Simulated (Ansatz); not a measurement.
**Bi (R-3m, 2 atoms in the cell): modes against uniaxial strain along c**

Aim: how do the optical modes of Bi (R-3m, 2 atoms in the cell) shift and split under this strain?

Main program and level: Ansatz 0.2.0; DFT LDA, scalar-relativistic, plane waves, PAW; PAW set soft_1.

Most raw output is cut from this account.

The database entry behind the starting cell lists a temperature near 78 K, so it need not match the best structure at ambient conditions.

## Step 1: The structure

The structure is trigonal, space group R-3m (No. 166). The conventional cell has a = 4.535 Å, b = 4.535 Å, c = 11.814 Å, α = 90.00°, β = 90.00°, γ = 120.00°. Nearest to Bi lie 3 Bi at 3.06 Å.

## Step 2: Bringing the structure to rest

Harmonic phonons are second derivatives at a point where the forces vanish, and they are wanted at zero stress, so atoms and cell are relaxed first.

The input, input.yaml:

```yaml
crystal:
  lattice:
    - [2.2675, 1.3091417354, 3.938]
    - [-2.2675, 1.3091417354, 3.938]
    - [0.0, -2.6182834708, 3.938]
  atoms:
    - { symbol: Bi, position: [0.234, 0.234, 0.234] }
    - { symbol: Bi, position: [0.766, 0.766, 0.766] }
kpoints:
  mp_grid: { grid: [12, 12, 12] }
hamiltonian:
  xc: lda
  pseudopotentials: { kind: paw, azcp: { folder: soft_1 }, xc_functional: pbe }
scf:
  occupations: { method: gaussian, width: 0.1 }
output:
  forces: true
  stress: true
  eigenvalues: true
relax:
  adjacent_minimum: "off"
  f_tol: 0.005
  max_steps: 80
  cell: { stress_tol: 0.05 }
```

Started as:

```
ansatz run input.yaml --threads 4 --pin off --max-ram 10240MiB --backend cpu --events-out ev --progress --plain --runs-dir out
```

Wall time 20 s (4 threads of Arm Neoverse V1, shared host); peak memory 0.5 GiB.

The steps of the relaxation:

| step | energy less that of the first step (eV) | largest force component (eV/Å) | pressure (GPa) | volume (Å³) |
| --- | --- | --- | --- | --- |
| 1 | 0.0000 | 0.0733 | -1.45 | 70.14 |
| 2 | -0.0133 | 0.1056 | 0.60 | 66.83 |
| 3 | -0.0163 | 0.0241 | -0.01 | 67.35 |
| 4 | -0.0175 | 0.0113 | 0.04 | 66.94 |
| 5 | -0.0176 | 0.0043 | 0.01 | 67.04 |
| 6* | -0.0173 | 0.0043 | 0.01 | 67.04 |

Relaxation steps marked * repeat the geometry before them on a plane-wave basis chosen anew for their cell, so energy and pressure can jump there.

The run keeps the 12 symmetry operations that it works with, so distortions that break them were not tested.

| conventional cell, symmetrised | before | after | change |
| --- | --- | --- | --- |
| a (Å) | 4.535 | 4.494 | -0.9 % |
| b (Å) | 4.535 | 4.494 | -0.9 % |
| c (Å) | 11.814 | 11.497 | -2.7 % |
| volume (Å³/atom) | 35.07 | 33.52 | -4.4 % |

The atoms that moved most (Å, as changes of fractional coordinates times the final cell):

| atom | dx | dy | dz | length |
| --- | --- | --- | --- | --- |
| Bi1 | 0.000 | 0.000 | 0.036 | 0.036 |
| Bi2 | 0.000 | 0.000 | -0.036 | 0.036 |

The relaxed structure:

```xyz
2
Lattice="2.2472 1.2974 3.8323 -2.2472 1.2974 3.8323 0.0000 -2.5949 3.8323" Properties=species:S:1:pos:R:3 pbc="T T T"
Bi    0.0000    0.0000    2.7265
Bi    0.0000    0.0000    8.7703
```

This step gave:

```yaml
pressure: 0.009149 GPa
volume_per_atom: 33.52 Å³
gap_on_the_k_mesh: 0 eV
```

In this step the volume went from 35.07 to 33.52 Å³/atom.

## Step 3: Tight relaxation

Phonons need small forces and stress, so the relaxation is finished with tight tolerances on 12×12×12 k points.

input.yaml, the sections that differ from step 2:

```yaml
crystal:
  lattice:
    - [2.247219754, 1.2974329299, 3.8322675002]
    - [-2.247219754, 1.2974329299, 3.8322675002]
    - [0.0, -2.5948658598, 3.8322675002]
  atoms:
    - { symbol: Bi, position: [0.2371545987, 0.2371545987, 0.2371545987] }
    - { symbol: Bi, position: [0.7628454013, 0.7628454013, 0.7628454013] }
scf:
  occupations: { method: methfessel_paxton, width: 0.2 }
relax:
  adjacent_minimum: "off"
  f_tol: 0.001
  max_steps: 60
  cell: { stress_tol: 0.01 }
# kpoints, hamiltonian, output: as in step 2
```

It took 15 s on 4 threads; peak memory 0.49 GiB.

Little changed from the start: no atom moved by 0.005 Å and no cell edge by 0.1 %.

Numbers from this step:

| Property | Result |
| --- | --- |
| pressure | 0.001474 GPa |

The largest force component left is 0.17 meV/Å and the pressure is 0.001 GPa, within the tolerances set. The cell now holds 33.52 Å³/atom.

## Step 4: Zone-centre response at rest

The force constants come from the linear response of the density to a displacement.

The modes at rest are the reference of the series.

input.yaml, the sections that differ from step 3:

```yaml
crystal:
  lattice:
    - [2.2469292095, 1.2972651839, 3.8335573786]
    - [-2.2469292095, 1.2972651839, 3.8335573786]
    - [0.0, -2.5945303679, 3.8335573786]
  atoms:
    - { symbol: Bi, position: [0.2371620087, 0.2371620087, 0.2371620087] }
    - { symbol: Bi, position: [0.7628379913, 0.7628379913, 0.7628379913] }
output:
  eigenvalues: true
phonons:
  method: dfpt
# kpoints, hamiltonian, scf: as in step 3
# relax: removed
```

Run time: 37 s. Hardware: 4 threads; peak memory 1.7 GiB; 2.4 min of CPU time.

Numbers from this step:

```
sum-rule residual before enforcement                    : 2.54e-4 eV/Å²
point group                                             : -3m
highest optical mode at the zone centre (no LO-TO term) : 99.58 cm⁻¹
lowest optical zone-centre mode                         : 64.24 cm⁻¹
```

Patterns of degenerate modes are one choice out of their space. Modes at Γ:

| mode | frequency (cm⁻¹) | symmetry |
| --- | --- | --- |
| 1 | 0.0 | acoustic |
| 2 | 0.0 | acoustic |
| 3 | 0.0 | acoustic |
| 4 | 64.2 | Eg |
| 5 | 64.2 | Eg |
| 6 | 99.6 | A1g |

Displacements in mode 5 (64.2 cm⁻¹), the largest set to 1:
```
Bi1  0.00  1.00  0.00
Bi2  0.00 -1.00  0.00
```

Displacements in mode 6 (99.6 cm⁻¹), the largest set to 1:
```
Bi1  0.00  0.00 -1.00
Bi2  0.00  0.00  1.00
```

Before it was imposed, the acoustic sum rule was missed by 2.5e-4 eV/Å². Small misses are needed for a sound result but don't prove that mesh and cutoff are converged. The lowest optical mode is real, 64.2 cm⁻¹.

## Step 5: Relaxation of a member: uniaxial strain of +4 % along c

The cell takes a uniaxial strain of +4 % along c. The strained length and the angles are held, while the rest of the cell and the atoms relax.

input.yaml, the sections that differ from step 4:

```yaml
crystal:
  lattice:
    - [2.2303314771, 1.2876824787, 3.9868996738]
    - [-2.2303314771, 1.2876824787, 3.9868996738]
    - [0.0, -2.5753649573, 3.9868996738]
  atoms:
    - { symbol: Bi, position: [0.2358038123, 0.235803813, 0.2358038123] }
    - { symbol: Bi, position: [0.7641961877, 0.764196187, 0.7641961877] }
  conventional_axes: [[1, -1, 0], [0, 1, -1], [1, 1, 1]]
output:
  forces: true
  stress: true
  eigenvalues: true
relax:
  adjacent_minimum: "off"
  f_tol: 0.001
  max_steps: 60
  cell: { stress_tol: 0.01, fix: [c, angles] }
# kpoints, hamiltonian, scf: as in step 4
# phonons: removed
```

Run time: 39 s. Hardware: 4 threads; peak memory 0.76 GiB.

Relaxation path:

| step | energy less that of the first step (eV) | largest force component (eV/Å) | pressure (GPa) | volume (Å³) |
| --- | --- | --- | --- | --- |
| 1 | 0.0000 | 0.0620 | -0.77 | 68.70 |
| 2 | -0.0004 | 0.0380 | -0.15 | 68.14 |
| 3 | -0.0007 | 0.0017 | -0.41 | 68.38 |
| 4 | -0.0007 | 0.0003 | -0.40 | 68.38 |
| 5* | -0.0007 | 0.0003 | -0.40 | 68.38 |

Relaxation steps marked * repeat the geometry before them on a plane-wave basis chosen anew for their cell, so energy and pressure can jump there.

| conventional cell, symmetrised | before | after | change |
| --- | --- | --- | --- |
| a (Å) | 4.461 | 4.450 | -0.2 % |
| b (Å) | 4.461 | 4.450 | -0.2 % |
| c (Å) | 11.961 | 11.961 | +0.0 % |
| volume (Å³/atom) | 34.35 | 34.19 | -0.5 % |

Final coordinates:

```
Bi
1.0
     2.22517    1.28470    3.98690
    -2.22517    1.28470    3.98690
     0.00000   -2.56940    3.98690
Bi
2
Direct
  0.23534 0.23534 0.23534
  0.76466 0.76466 0.76466
```

Numbers from this step:

```
pressure        : -0.4030 GPa
volume per atom : 34.19 Å³
```

The largest force component left is 0.27 meV/Å.

## Step 6: Zone-centre modes of the member: uniaxial strain of +4 % along c

The zone-centre modes follow for uniaxial strain of +4 % along c.

input.yaml, the sections that differ from step 5:

```yaml
crystal:
  lattice:
    - [2.2251650897, 1.2846996636, 3.9868996738]
    - [-2.2251650897, 1.2846996636, 3.9868996738]
    - [0.0, -2.5693993271, 3.9868996738]
  atoms:
    - { symbol: Bi, position: [0.2353420463, 0.2353420458, 0.2353420463] }
    - { symbol: Bi, position: [0.7646579537, 0.7646579542, 0.7646579537] }
output:
  eigenvalues: true
phonons:
  method: dfpt
# kpoints, hamiltonian, scf: as in step 5
# relax: removed
```

Run time: 41 s. Hardware: 4 threads; peak memory 1.8 GiB.

Numbers from this step:

```
sum-rule residual before enforcement                    : 3.46e-4 eV/Å²
highest optical mode at the zone centre (no LO-TO term) : 104.7 cm⁻¹
lowest optical zone-centre mode                         : 76.47 cm⁻¹
```

Patterns of degenerate modes are one choice out of their space. Modes at Γ:

| mode | frequency (cm⁻¹) | symmetry |
| --- | --- | --- |
| 1 | 0.0 | acoustic |
| 2 | 0.0 | acoustic |
| 3 | 0.0 | acoustic |
| 4 | 76.5 | Eg |
| 5 | 76.5 | Eg |
| 6 | 104.7 | A1g |

Displacements in mode 4 (76.5 cm⁻¹), the largest set to 1:
```
Bi1  0.00  1.00  0.00
Bi2  0.00 -1.00  0.00
```

Displacements in mode 6 (104.7 cm⁻¹), the largest set to 1:
```
Bi1  0.00  0.00  1.00
Bi2  0.00  0.00 -1.00
```

The lowest optical mode is real, 76.5 cm⁻¹, and the highest lies at 104.7 cm⁻¹.

Between step 4 and this run (strain 4 %) the value for the highest optical mode at the zone centre (no LO-TO term) moves from 99.6 cm⁻¹ to 105 cm⁻¹ (+5 %).

## Step 7: Relaxation of a member: uniaxial strain of -4 % along c

The cell takes a uniaxial strain of -4 % along c. The strained length and the angles are held, while the rest of the cell and the atoms relax.

input.yaml, the sections that differ from step 6:

```yaml
crystal:
  lattice:
    - [2.2659592033, 1.308252156, 3.6802150834]
    - [-2.2659592033, 1.308252156, 3.6802150834]
    - [0.0, -2.6165043119, 3.6802150834]
  atoms:
    - { symbol: Bi, position: [0.2384416037, 0.2384416025, 0.2384416037] }
    - { symbol: Bi, position: [0.7615583963, 0.7615583975, 0.7615583963] }
  conventional_axes: [[1, -1, 0], [0, 1, -1], [1, 1, 1]]
output:
  forces: true
  stress: true
  eigenvalues: true
relax:
  adjacent_minimum: "off"
  f_tol: 0.001
  max_steps: 60
  cell: { stress_tol: 0.01, fix: [c, angles] }
# kpoints, hamiltonian, scf: as in step 6
# phonons: removed
```

It took 39 s on 4 threads; peak memory 0.73 GiB; 2.5 min of CPU time.

Step by step:

| step | energy less that of the first step (eV) | largest force component (eV/Å) | pressure (GPa) | volume (Å³) |
| --- | --- | --- | --- | --- |
| 1 | 0.0000 | 0.0467 | 0.92 | 65.46 |
| 2 | -0.0004 | 0.0217 | 0.22 | 66.12 |
| 3 | -0.0007 | 0.0004 | 0.49 | 65.86 |
| 4 | -0.0007 | 0.0004 | 0.49 | 65.85 |
| 5* | -0.0008 | 0.0004 | 0.49 | 65.85 |

Relaxation steps marked * repeat the geometry before them on a plane-wave basis chosen anew for their cell, so energy and pressure can jump there.

| conventional cell, symmetrised | before | after | change |
| --- | --- | --- | --- |
| a (Å) | 4.532 | 4.545 | +0.3 % |
| b (Å) | 4.532 | 4.545 | +0.3 % |
| c (Å) | 11.041 | 11.041 | -0.0 % |
| volume (Å³/atom) | 32.73 | 32.92 | +0.6 % |

The relaxed structure:

```xyz
2
Lattice="2.2727 1.3121 3.6802 -2.2727 1.3121 3.6802 0.0000 -2.6242 3.6802" Properties=species:S:1:pos:R:3 pbc="T T T"
Bi    0.0000    0.0000    2.6372
Bi    0.0000    0.0000    8.4034
```

Numbers from this step:

* pressure: 0.4933 GPa
* volume per atom: 32.92 Å³

The largest force component left is 0.41 meV/Å.

## Step 8: Zone-centre modes of the member: uniaxial strain of -4 % along c

The zone-centre modes follow for uniaxial strain of -4 % along c.

input.yaml, the sections that differ from step 7:

```yaml
crystal:
  lattice:
    - [2.2726509844, 1.3121156576, 3.6802150834]
    - [-2.2726509844, 1.3121156576, 3.6802150834]
    - [0.0, -2.6242313152, 3.6802150834]
  atoms:
    - { symbol: Bi, position: [0.2388648931, 0.2388648928, 0.2388648931] }
    - { symbol: Bi, position: [0.7611351069, 0.7611351072, 0.7611351069] }
output:
  eigenvalues: true
phonons:
  method: dfpt
# kpoints, hamiltonian, scf: as in step 7
# relax: removed
```

Run time: 39 s. Hardware: 4 threads; peak memory 1.7 GiB; 2.5 min of CPU time.

Numbers from this step:

* sum-rule residual before enforcement: 3.88e-4 eV/Å²
* highest optical mode at the zone centre (no LO-TO term): 92.34 cm⁻¹
* lowest optical zone-centre mode: 46.34 cm⁻¹

Patterns of degenerate modes are one choice out of their space. Modes at Γ:

| mode | frequency (cm⁻¹) | symmetry |
| --- | --- | --- |
| 1 | 0.0 | acoustic |
| 2 | 0.0 | acoustic |
| 3 | 0.0 | acoustic |
| 4 | 46.3 | Eg |
| 5 | 46.3 | Eg |
| 6 | 92.3 | A1g |

Displacements in mode 5 (46.3 cm⁻¹), the largest set to 1:
```
Bi1  0.00  1.00  0.00
Bi2  0.00 -1.00  0.00
```

Displacements in mode 6 (92.3 cm⁻¹), the largest set to 1:
```
Bi1  0.00  0.00  1.00
Bi2  0.00  0.00 -1.00
```

The lowest optical mode is real, 46.3 cm⁻¹, and the highest lies at 92.3 cm⁻¹.

Between step 4 and this run (strain -4 %) the value for the highest optical mode at the zone centre (no LO-TO term) moves from 99.6 cm⁻¹ to 92.3 cm⁻¹ (-7 %).

## Step 9: All members side by side

The members are set side by side, also those not shown above.

Stress is positive in compression; energies are extrapolated to zero smearing, and E0 is that at rest; the edges not held and the atoms are relaxed in each cell; all runs use 12×12×12 k points and Methfessel-Paxton smearing of 0.2 eV. State of the crystal along the series:

| strain (%) | stress along the axis (GPa) | free strain along a (%) | free strain along b (%) | E - E0 (meV/atom) |
| --- | --- | --- | --- | --- |
| -4 | 1.481 | 1.145 | 1.145 | 6.09 |
| -3 | 1.095 | 0.8469 | 0.8469 | 3.364 |
| -2 | 0.718 | 0.5549 | 0.5549 | 1.467 |
| -1 | 0.3515 | 0.2754 | 0.2754 | 0.3565 |
| 0 | 0.002757 | 0 | 0 | 0 |
| 1 | -0.3355 | -0.2559 | -0.2559 | 0.3647 |
| 2 | -0.6524 | -0.5015 | -0.5015 | 1.408 |
| 3 | -0.9448 | -0.7387 | -0.7387 | 3.072 |
| 4 | -1.21 | -0.9686 | -0.9686 | 5.297 |

Optical modes are counted from below at rest and tracked from member to member by their patterns, and modes that stay within 0.3 cm⁻¹ of each other stand once; labels, where given, are those at rest; the edges not held and the atoms are relaxed in each cell; all runs use 12×12×12 k points and Methfessel-Paxton smearing of 0.2 eV. Optical modes along the series:

| strain (%) | optical mode 1 Eg (cm⁻¹) | optical mode 2 A1g (cm⁻¹) |
| --- | --- | --- |
| -4 | 46.34 | 92.34 |
| -3 | 52.09 | 94.61 |
| -2 | 56.52 | 96.45 |
| -1 | 60.51 | 98.08 |
| 0 | 64.24 | 99.58 |
| 1 | 67.6 | 101 |
| 2 | 70.7 | 102.3 |
| 3 | 73.63 | 103.5 |
| 4 | 76.47 | 104.7 |

Value and slope at zero strain of a cubic (a lower polynomial where under five rows exist) through the rows within 2 % of rest. Slopes at rest:

| mode | frequency (cm⁻¹) | shift per percent of strain (cm⁻¹) | shift per GPa of compressive stress (cm⁻¹) |
| --- | --- | --- | --- |
| optical mode 1 Eg | 64.2 | 3.55 | -10.31 |
| optical mode 2 A1g | 99.6 | 1.43 | -4.17 |

## Step 10: Outcome

| Quantity | Value |
| --- | --- |
| members | 9 |
| highest optical mode at the zone centre (no LO-TO term), at rest | 99.58 cm⁻¹ |
| Young’s modulus along c | 34.4 GPa |
| optical mode 1 Eg, shift per percent | 3.55 cm⁻¹ |
| optical mode 2 A1g, shift per percent | 1.43 cm⁻¹ |

**Reading.** The stress changes by 0.34 GPa for each percent, a Young’s modulus of 34 GPa along c. For each percent the free edge responds with -0.27 %. The fastest shift in the table of slopes is 3.5 cm⁻¹ for each percent (optical mode 1 Eg), or -10.3 cm⁻¹ for each GPa of compressive stress. For small strain, the measured shift of a line that Raman or infrared light can see, divided by its slope, estimates the stress, if the state of stress is of this kind. These are harmonic frequencies at zero temperature: anharmonic shifts, linewidths and thermal expansion are left out. Spin-orbit coupling is left out, which can matter for the heavy elements here. With no gap, or one that is small against the smearing, the frequencies hang on the k mesh and the smearing, most of all near Kohn anomalies. The PAW files were made for PBE; the program adapts parts of them to the functional of the run, but their partial waves stay those of PBE, an approximation that was not tested in this session. Only the zone centre was solved, so an instability at another wavevector cannot show here.

[Logs are printed without paths, hosts, clocks, repeated set-up lines and the standing remarks that a program may print on its own settings, such as how far it seeks lower states.]

[Hosts, paths, dates, database ids (printed as entryN), source tags and the programs' standing remarks are cut or masked in the printed files.]
